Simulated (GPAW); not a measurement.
Consider Mg (I4/mmm).

```
Mg
1.0
    -1.83599    1.83599    1.67940
     1.83599   -1.83599    1.67940
     1.83599    1.83599   -1.67940
Mg
1
Cartesian
  0.0000 0.0000 0.0000
```

Absorber: atom 1, with 8 Mg at 3.09 Å, 2 Mg at 3.36 Å and 4 Mg at 3.67 Å (14-fold, site symmetry 4/mmm). Method: GPAW, LDA, excited-electron core hole (neutral cell), 8-atom cell with 6.2 Å between holes, 6×6×6 k points, dipole transitions, Gaussian full width 0.9 eV up to 4 eV, rising linearly to 3.5 eV at 25 eV.

This is not the structure that Mg takes at ambient pressure and room temperature (hexagonal, No. 194); it is a model or a phase of other conditions.

**Question.** Predict the near-edge structure at the Mg K edge.

Main maxima up to 24 eV above the zero (height): 2.1 eV (1.11), 3.7 eV (1.15), 5.8 eV (1.27), 8.0 eV (1.25) and 10.0 eV (1.18). A K edge sees empty p states on the absorber. The total-energy difference is 1307.42 eV. One term is added: -12.89 eV, since the hole is spin-paired here and a spin-polarised one costs that much less in the free atom (computed apart). The photon energy is then 1294.53 eV. The tabulated edge of the element is 1303 eV. The functional leaves an error in such absolute values: in the free atom LDA prices this hole 6.5 eV below PBE (computed apart), and PBE is itself good to a few eV.

The Mg K spectrum (energy from the lowest empty level; intensity scaled to a mean of 1 over the first 20 eV; polarised curves are means over the symmetry-equivalent atoms):

| E (eV) | isotropic | ε ⊥ c | ε ∥ c |
| --- | --- | --- | --- |
| -2.0 | 0.00 | 0.00 | 0.00 |
| -1.5 | 0.00 | 0.00 | 0.00 |
| -1.0 | 0.01 | 0.01 | 0.01 |
| -0.5 | 0.12 | 0.10 | 0.15 |
| 0.0 | 0.54 | 0.51 | 0.59 |
| 0.5 | 0.83 | 0.85 | 0.79 |
| 1.0 | 0.87 | 0.91 | 0.78 |
| 1.5 | 0.94 | 1.00 | 0.81 |
| 2.0 | 1.10 | 1.17 | 0.96 |
| 2.5 | 1.04 | 1.12 | 0.88 |
| 3.0 | 1.09 | 1.17 | 0.94 |
| 3.5 | 1.14 | 1.18 | 1.08 |
| 4.0 | 1.12 | 1.08 | 1.18 |
| 4.5 | 0.97 | 0.89 | 1.14 |
| 5.0 | 1.03 | 0.93 | 1.21 |
| 5.5 | 1.22 | 1.14 | 1.37 |
| 6.0 | 1.25 | 1.23 | 1.31 |
| 6.5 | 1.08 | 1.09 | 1.07 |
| 7.0 | 1.01 | 1.03 | 0.97 |
| 7.5 | 1.15 | 1.18 | 1.09 |
| 8.0 | 1.25 | 1.28 | 1.18 |
| 8.5 | 1.20 | 1.23 | 1.15 |
| 9.0 | 1.15 | 1.16 | 1.11 |
| 9.5 | 1.15 | 1.16 | 1.14 |
| 10.0 | 1.18 | 1.16 | 1.21 |
| 10.5 | 1.15 | 1.10 | 1.25 |
| 11.0 | 1.08 | 1.02 | 1.20 |
| 11.5 | 1.06 | 1.01 | 1.15 |
| 12.0 | 1.07 | 1.05 | 1.12 |
| 12.5 | 1.06 | 1.06 | 1.07 |
| 13.0 | 1.02 | 1.03 | 1.00 |
| 13.5 | 0.98 | 0.99 | 0.94 |
| 14.0 | 0.95 | 0.97 | 0.92 |
| 14.5 | 0.94 | 0.96 | 0.92 |
| 15.0 | 0.93 | 0.93 | 0.94 |
| 15.5 | 0.92 | 0.89 | 0.97 |
| 16.0 | 0.89 | 0.85 | 0.98 |
| 16.5 | 0.87 | 0.82 | 0.97 |
| 17.0 | 0.84 | 0.79 | 0.94 |
| 17.5 | 0.82 | 0.78 | 0.89 |
| 18.0 | 0.78 | 0.76 | 0.83 |
| 18.5 | 0.75 | 0.75 | 0.75 |
| 19.0 | 0.71 | 0.74 | 0.66 |
| 19.5 | 0.68 | 0.73 | 0.58 |
| 20.0 | 0.66 | 0.73 | 0.51 |
| 20.5 | 0.65 | 0.74 | 0.46 |
| 21.0 | 0.64 | 0.74 | 0.43 |
| 21.5 | 0.63 | 0.73 | 0.42 |
| 22.0 | 0.62 | 0.72 | 0.41 |
| 22.5 | 0.61 | 0.70 | 0.42 |
| 23.0 | 0.60 | 0.67 | 0.44 |
| 23.5 | 0.59 | 0.65 | 0.48 |
| 24.0 | 0.59 | 0.62 | 0.52 |
| 24.5 | 0.58 | 0.59 | 0.57 |
| 25.0 | 0.58 | 0.56 | 0.62 |
| 25.5 | 0.57 | 0.53 | 0.65 |
| 26.0 | 0.57 | 0.51 | 0.68 |
| 26.5 | 0.57 | 0.50 | 0.70 |
| 27.0 | 0.57 | 0.50 | 0.72 |
| 27.5 | 0.58 | 0.51 | 0.74 |
| 28.0 | 0.59 | 0.52 | 0.75 |
| 28.5 | 0.61 | 0.53 | 0.76 |
| 29.0 | 0.62 | 0.55 | 0.77 |
| 29.5 | 0.64 | 0.57 | 0.77 |
| 30.0 | 0.66 | 0.61 | 0.77 |
| 30.5 | 0.69 | 0.65 | 0.77 |
| 31.0 | 0.73 | 0.71 | 0.77 |

The holes are only 6.2 Å apart, so the shape is probably not converged with cell size; no larger cell was run here. The structure is a computed Materials Project entry and may be a hypothetical form.

[Banner, clock and machine lines of the logs are left out without a mark of their own.]

[Logs are printed without paths, hosts, clocks, repeated set-up lines and the standing remarks that a program may print on its own settings, such as how far it seeks lower states.]

[Hosts, paths, dates, database ids (printed as entryN), source tags and the programs' standing remarks are cut or masked in the printed files.]

[Lists of maxima count a maximum above −3 eV only where it reaches 4 % of the highest in the window and stands out from its surroundings by 2 % of it (1.5 % where it reaches 55 %); shoulders and weaker maxima are passed over, and of the rest the first, up to two pre-edge ones and the few strongest are named.]
